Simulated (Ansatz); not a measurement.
# Ta2O5 (Pmmm): G0W0 under other settings

Aim: change settings of a G0W0 run on Ta2O5 (Pmmm) and see what moves.

Program: Ansatz 0.2.0. Level of theory: G0W0 on LDA, plane waves, norm-conserving pseudopotentials. Results are calculated unless marked as measured.

### 1. Set-up

It takes space group Pmmm (No. 47, orthorhombic). Conventional cell: a = 3.677 Å, b = 3.897 Å, c = 6.217 Å, α = 90.00°, β = 90.00°, γ = 90.00°. Ta has 6 O at 1.95 to 2.15 Å nearest. Nearest to Ta lie 6 O at 1.84 to 2.00 Å. O has 3 Ta at 2.00 to 2.15 Å nearest. O has 2 Ta at 1.95 Å nearest. O has 2 Ta at 1.84 Å nearest. Nearest to O lie 2 Ta at 1.95 Å. Farther neighbours and most contacts between anions are not listed.

Geometry: measured cell, ions relaxed with LDA. The runs that relaxed it are not among those shown. Spin-orbit coupling is left out unless a step names it.

### 2. The base run: 4×4×2 mesh, 202 empty bands, screening to 100 eV, norm-conserving files

Now the one-shot GW correction: screening in the RPA, then the self-energy of the levels asked for. This step takes norm-conserving files.

input.yaml

```yaml
crystal:
  lattice:
    - [3.677, 0.0, 0.0]
    - [0.0, 3.897, 0.0]
    - [0.0, 0.0, 6.217]
  atoms:
    - { symbol: Ta, position: [0.5, 0.0, 0.5] }
    - { symbol: Ta, position: [0.0, 0.0, 0.0] }
    - { symbol: O, position: [0.0, 0.0, 0.3219126261] }
    - { symbol: O, position: [0.0, 0.0, 0.6780873739] }
    - { symbol: O, position: [0.5, 0.5, 0.5] }
    - { symbol: O, position: [0.5, 0.0, 0.0] }
    - { symbol: O, position: [0.0, 0.5, 0.0] }
kpoints:
  mp_grid: { grid: [4, 4, 2] }
hamiltonian:
  xc: lda
  pseudopotentials: { kind: nc }
scf:
  occupations: { method: fixed }
gw:
  n_empty_bands: 202
  ecut_chi: 100
  qp_bands: [v2, c2]
  qp_kpoints: band_edges
  screening: { model: contour_deformation }
```

Launch:

```bash
$ ansatz run input.yaml --threads 3 --pin off --max-ram 92160MiB --backend cuda --events-out ev --progress --plain --runs-dir out --devices 1 --max-vram 13GiB
```

The log of the run:

```text
GPUs: using 1 of 1 available (devices: 1).
Engine: ansatz 0.2.0, x86_64-unknown-linux-gnu
Pseudopotentials: kind: nc
Pseudopotential: Ta, nc, valence charge 13, recommended cutoff 789.130201 eV (normal), Ta.nc.azcp (PseudoDojo's, or run here from an input of PseudoDojo's: the run reads no file of this project's for it)
Pseudopotential: O, nc, valence charge 6, recommended cutoff 1142.878222 eV (normal), O.nc.azcp (PseudoDojo's, or run here from an input of PseudoDojo's: the run reads no file of this project's for it)
Functional definition: SPW92
  exchange = slater_x
  correlation = pw_c
device memory: the entry about to start is reckoned to put 4.0 GiB on a device that reports 24.4 GiB free (of which the cap on the GPU budget leaves the run 13.0 GiB)
GPU FFT provider: cuFFT
GPU libraries: cuBLAS 13.8.2, cuFFT 12.4.0, cuSOLVER 12.3.4
Crystal: 7 atoms, lattice volume = 89.085 Å³
Basis set: ecut = 1142.878222 eV, 7815 PW (Γ)
Bands: 35, of which v1, the nominal top of the filled ones, is band 28 counted from 1 (27 counted from 0)
Symmetry: 8 space group operations
Space group: Pmmm (ITA 47), of the structure as read, at distance tolerance 4.5e-5 Å
k-points: 18 of 32
Non-local potential: Ta, projectors of the file, l = 0: 2, l = 1: 2, l = 2: 2, l = 3: 2
Non-local potential: O, projectors of the file, l = 0: 2, l = 1: 2, l = 2: 1
Initial density: superposition of atomic densities (chi_scale 0.1, normalization cell, long waves kept (reshape's long-wave potential 0.02 eV rms))
Initial wavefunctions: pseudopotential atomic-orbital guess
GPU buffer pool allocated for 145800 grid points (all kernels)
GPU transforms: local potential and band sums: pruned to the plane-wave sphere, on 45×45×72
Functional: x = slater, c = lda
SCF iter   1: F=—  HF=-5801.442230 eV  |F-HF|=—  |Δ(HF+E_count)|=         —  Δρ=8.12e-2  dr2=5.95e0  ethr=3.10e-3  ⟨swp⟩=4.9  Hψ=2509  notcnv=0  defer=76
preconditioner: auto → Resta (q_TF=auto, 2.525 Å⁻¹)  ε∞=5.8  [insulator: Δε(μ)=2.649 eV  Ē_g=11.361 eV  n_scr=20 (ndim 8)  ℏωp=24.9 eV  f_vac=0.014  ε∞_Penn≈5.8]
SCF iter   2: F=—  HF=-5799.937344 eV  |F-HF|=—  |Δ(HF+E_count)|=    1.50e0  Δρ=4.07e-2  dr2=1.02e0  ethr=3.10e-3  ⟨swp⟩=2.3  Hψ=1188  notcnv=0  defer=77
SCF iter   3: F=—  HF=-5799.663474 eV  |F-HF|=—  |Δ(HF+E_count)|=   2.74e-1  Δρ=1.74e-2  dr2=2.89e-1  ethr=1.82e-3  ⟨swp⟩=2.3  Hψ=900  notcnv=0  defer=86
SCF iter   4: F=—  HF=-5799.579456 eV  |F-HF|=—  |Δ(HF+E_count)|=   8.40e-2  Δρ=5.01e-3  dr2=2.33e-2  ethr=5.16e-4  ⟨swp⟩=2.2  Hψ=1047  notcnv=0  defer=87
SCF iter   5: F=—  HF=-5799.576493 eV  |F-HF|=—  |Δ(HF+E_count)|=   2.96e-3  Δρ=2.53e-3  dr2=4.70e-3  ethr=4.15e-5  ⟨swp⟩=2.1  Hψ=1114  notcnv=0  defer=90
[...]
Harris-Foulkes:  -5799.576241 eV  (|F-HF|=6.01e-9)
Internal energy: -5799.576241 eV  (E = F + TS)
E sigma→0 (E₀):  -5799.576241 eV
Fermi energy:    8.722989 eV
--- Per-component energies (eV) ---
  E_band       = -498.499611
  E_kinetic    = 2429.323031
  E_local      = -4300.707066  (includes V_loc(G=0)·N_el)
  E_nonlocal   = -120.887029
  E_hartree    = 1339.236019
  E_xc         = -1357.095237
  E_vxc        = -1184.700333  (∫ρ·V_xc dr)
  E_ewald      = -3789.445958
  E_smearing   = -0.000000  (= −TS)
  E_closure    = 0.000000  (closes the sum)
  Σ components = -5799.576241   (vs F -5799.576241, Δ=0.00e0)
--- Band table (eV; the first three rows and the last of 18) ---
  k-point 0: bands = [... 24 lower, 7.1850, 7.8295, 7.8570, 8.0486, 9.0393, 9.4730, 9.8958, 10.8067, ... 3 higher]
  k-point 1: bands = [... 24 lower, 6.6191, 7.4206, 7.8034, 8.0442, 9.4917, 9.9466, 10.2092, 10.9421, ... 3 higher]
  k-point 2: bands = [... 24 lower, 6.5705, 7.1806, 7.4087, 7.7503, 9.1823, 10.8354, 11.0708, 11.2185, ... 3 higher]
  k-point 17: bands = [... 24 lower, 5.5404, 6.2514, 7.8353, 8.7230, 9.5854, 12.0003, 12.1061, 12.9289, ... 3 higher]
--- G₀W₀: contour deformation, 8 samples at zero and on the imaginary axis and 1 off it, 32 q-points, 202 empty bands' worth ---
  eigenvalues of the whole cell's RPA ε∞ on this k-mesh (on a slab, of 1 + 4πα/V) = 6.7621, 7.3643, 11.6694; static W/v taken at q = 0 is 0.120550
  gw.qp_kpoints: band_edges: 12 of 18 stored k-points solved, in 1 pass; an edge of the gap read off the rows below is read off those points alone
    valence top: of the k-points left out ik 11 came nearest to being solved in a further pass, in band 28 (counted from 1, as in the quasiparticle table): it holds the edge there only if its correction is more favourable than any solved in that band by at least 0.550 eV; those differ by 0.094 eV
    conduction bottom: of the k-points left out ik 15 came nearest to being solved in a further pass, in band 29 (counted from 1, as in the quasiparticle table): it holds the edge there only if its correction is more favourable than any solved in that band by at least 0.594 eV; those differ by 0.102 eV
    ik  band        ε_KS         Σx   Σc(E_QP)       V_xc       Z   E_QP_lin       E_QP  E_QP is
     0    27      7.8570   -25.9975     4.6846   -21.2535  0.6866     7.7973     7.7976  root
     0    28      8.0486   -26.1021     4.9916   -20.9830  0.6746     7.9184     7.9211  root
     0    29      9.0393   -11.0658    -5.3920   -17.3963  0.7287     9.9715     9.9778  root
     0    30      9.4730   -13.3515    -4.8954   -19.2852  0.7444    10.5012    10.5113  root
     1    27      7.8034   -27.6331     4.8504   -22.6424  0.7033     7.6600     7.6631  root
     1    28      8.0442   -26.1027     4.9957   -20.9787  0.6746     7.9130     7.9159  root
     1    29      9.4917   -13.3713    -4.9309   -19.3431  0.7430    10.5226    10.5326  root
     1    30      9.9466   -13.1402    -5.3584   -19.4672  0.6977    10.9049    10.9151  root
[...]
17    27      7.8353   -26.0291     4.8687   -21.1086  0.6826     7.7832     7.7835  root
    17    28      8.7230   -26.4692     4.9805   -21.4031  0.6861     8.6367     8.6375  root
    17    29      9.5854   -12.6491    -5.8824   -19.5560  0.7024    10.6006    10.6098  root
    17    30     12.0003   -15.8615    -5.1469   -22.1770  0.7224    13.1540    13.1690  root
[key lines of the parts left out:]
SCF converged after 11 iterations
Free energy (F): -5799.576241 eV
```

Run time: 30 s. Hardware: 1 × NVIDIA H100 80GB HBM3 (shared by 6 runs) with 3 threads of AMD EPYC 7R13 (Zen 3), shared host; peak memory 1.7 GiB.

This step gave:

```
bands summed                                 : 230
RPA ε∞ on this mesh (eigenvalues)            : 6.762, 7.364, 11.67
plane waves in the screening matrix          : 193
q-points in the mesh                         : 32
G0W0 gap on the mesh                         : 1.252 eV
k of the valence top                         : -0.5, -0.5, 0
k of the conduction bottom                   : -0.5, 0, 0
starting gap on the mesh                     : 0.2093 eV
Z at the valence top                         : 0.6861
Z at the conduction bottom                   : 0.7408
least direct G0W0 gap on the computed points : 1.404 eV
```

The gap on the mesh goes from 0.21 eV to 1.25 eV, a correction of +1.04 eV. Between the two edge states, bare exchange in place of the xc potential would open the gap by 10.79 eV, and correlation takes back 9.74 eV.

### 3. Variant: static remainder

input.yaml, as its differences from that of step 2:

```diff
@@ -21,3 +21,3 @@
 gw:
-  n_empty_bands: 202
+  n_empty_bands: 94
   ecut_chi: 100
@@ -26 +26,2 @@
   screening: { model: contour_deformation }
+  static_remainder: true
```

The log of the run:

```text
Warning: gw takes pair_densities: pseudo, which can misplace gaps by tens of per cent, since gw.static_remainder lacks the terms of the atoms
GPUs: using 1 of 1 available (devices: 1).
[...]
GPU FFT provider: cuFFT
GPU libraries: cuBLAS 13.8.2, cuFFT 12.4.0, cuSOLVER 12.3.4
Crystal: 7 atoms, lattice volume = 89.085 Å³
Basis set: ecut = 1142.878222 eV, 7815 PW (Γ)
Bands: 35, of which v1, the nominal top of the filled ones, is band 28 counted from 1 (27 counted from 0)
[... 1 set-up line as in the run before ...]
[...]
k-points: 18 of 32
[...]
GPU buffer pool allocated for 145800 grid points (all kernels)
[...]
SCF iter   1: F=—  HF=-5801.442230 eV  |F-HF|=—  |Δ(HF+E_count)|=         —  Δρ=8.12e-2  dr2=5.95e0  ethr=3.10e-3  ⟨swp⟩=4.9  Hψ=2509  notcnv=0  defer=76
[...]
SCF iter  11: F=-5799.576241 eV  HF=-5799.576241 eV  |F-HF|=6.01e-9  |Δ(HF+E_count)|=   1.18e-7  Δρ=5.60e-6  dr2=2.31e-8  ethr=1.79e-10  ⟨swp⟩=9.5  Hψ=2528  notcnv=0
SCF 1 converged in 11 iterations: F = -5799.576241 eV  dr2 = 2.31e-8
[...]
NSCF: frozen V_eff on 18 k-points
[...]
G₀W₀ screening: q 1/18
[... further progress lines ...]
[...]
SCF converged after 11 iterations
Free energy (F): -5799.576241 eV
[...]
Internal energy: -5799.576241 eV  (E = F + TS)
E sigma→0 (E₀):  -5799.576241 eV
Fermi energy:    8.722989 eV
[...]
--- Band table (eV; the first three rows and the last of 18) ---
  k-point 0: bands = [... 24 lower, 7.1850, 7.8295, 7.8570, 8.0486, 9.0393, 9.4730, 9.8958, 10.8067, ... 3 higher]
  k-point 1: bands = [... 24 lower, 6.6191, 7.4206, 7.8034, 8.0442, 9.4917, 9.9466, 10.2092, 10.9421, ... 3 higher]
  k-point 2: bands = [... 24 lower, 6.5705, 7.1806, 7.4087, 7.7503, 9.1823, 10.8354, 11.0708, 11.2185, ... 3 higher]
  k-point 17: bands = [... 24 lower, 5.5404, 6.2514, 7.8353, 8.7230, 9.5854, 12.0003, 12.1061, 12.9289, ... 3 higher]
[...]
static-remainder magnitude (band-truncation diagnostic): 1.3370 eV
[...]
0    27      7.8570   -24.9745     4.5135   -19.9049  0.6879     7.3247     7.3009  root
     0    28      8.0486   -25.0782     4.8589   -19.6548  0.6751     7.4836     7.4842  root
     0    29      9.0393    -7.9340    -5.5441   -14.1651  0.7288     9.7131     9.7264  root
     0    30      9.4730    -9.5965    -5.1054   -15.5217  0.7448    10.2770    10.2927  root
     1    27      7.8034   -26.0182     4.6506   -20.6791  0.7048     7.1199     7.1149  root
     1    28      8.0442   -25.0773     4.8633   -19.6492  0.6751     7.4784     7.4793  root
     1    29      9.4917    -9.5915    -5.1420   -15.5543  0.7434    10.2968    10.3124  root
     1    30      9.9466    -9.7766    -5.5383   -15.9543  0.6972    10.5733    10.5860  root
[...]
17    27      7.8353   -25.0488     4.7018   -19.8200  0.6837     7.3301     7.3084  root
    17    28      8.7230   -25.5124     4.8158   -20.1302  0.6870     8.1660     8.1567  root
    17    29      9.5854    -8.8776    -6.0868   -15.7183  0.7025    10.3296    10.3393  root
    17    30     12.0003   -11.4331    -5.4226   -17.6606  0.7222    12.7879    12.8052  root
```

It took 27 s on 1 × NVIDIA H100 80GB HBM3 (shared by 6 runs) with 3 threads; peak memory 1.4 GiB.

Against the base:

```
         setting  base  variant
     empty bands   202       94
static remainder     -     true
```

```
                                    quantity  variant   base
                    starting gap on the mesh    0.209  0.209
                        G0W0 gap on the mesh    1.530  1.252
least direct G0W0 gap on the computed points    1.652  1.404
                        Z at the valence top    0.687  0.686
                  Z at the conduction bottom    0.741  0.741
```

### 4. Summary of results

```json
{"base": "1.25 eV, 30 s", "static remainder": "1.53 eV, 27 s"}
```

**Reading.** Static remainder: the gap moves by +0.28 eV; such settings are too crude to quote. The variant differs from the base in empty bands and static remainder together, so the change can't be laid to one of them. This option needs pseudo pair densities, which the log warns can misplace gaps. All runs here use a coarse mesh and modest cutoffs; they test settings and are not final values. The 4×4×2 mesh is coarse for this cell (its supercell is 12 Å along the shortest edge). The RPA ε∞ on it, from the LDA start, is 6.76, 7.36 and 11.67; such meshes misread the long-range screening, most where the gap is narrow. The many-body steps are scalar-relativistic: spin-orbit coupling is not in them.

[Paths, hosts, dates, memory and timing lines, banners, echoed tables and standing remarks are left out of the program output.]

[Logs are printed without paths, hosts, clocks, repeated set-up lines and the standing remarks that a program may print on its own settings, such as how far it seeks lower states.]

[Runs of the session that timed out or met a known fault of the program may be left out.]

[Cells called generated may have been cut or substituted from an entry of the Crystallography Open Database or the Materials Project.]

[Hosts, paths, dates, database ids (printed as entryN), source tags and the programs' standing remarks are cut or masked in the printed files.]
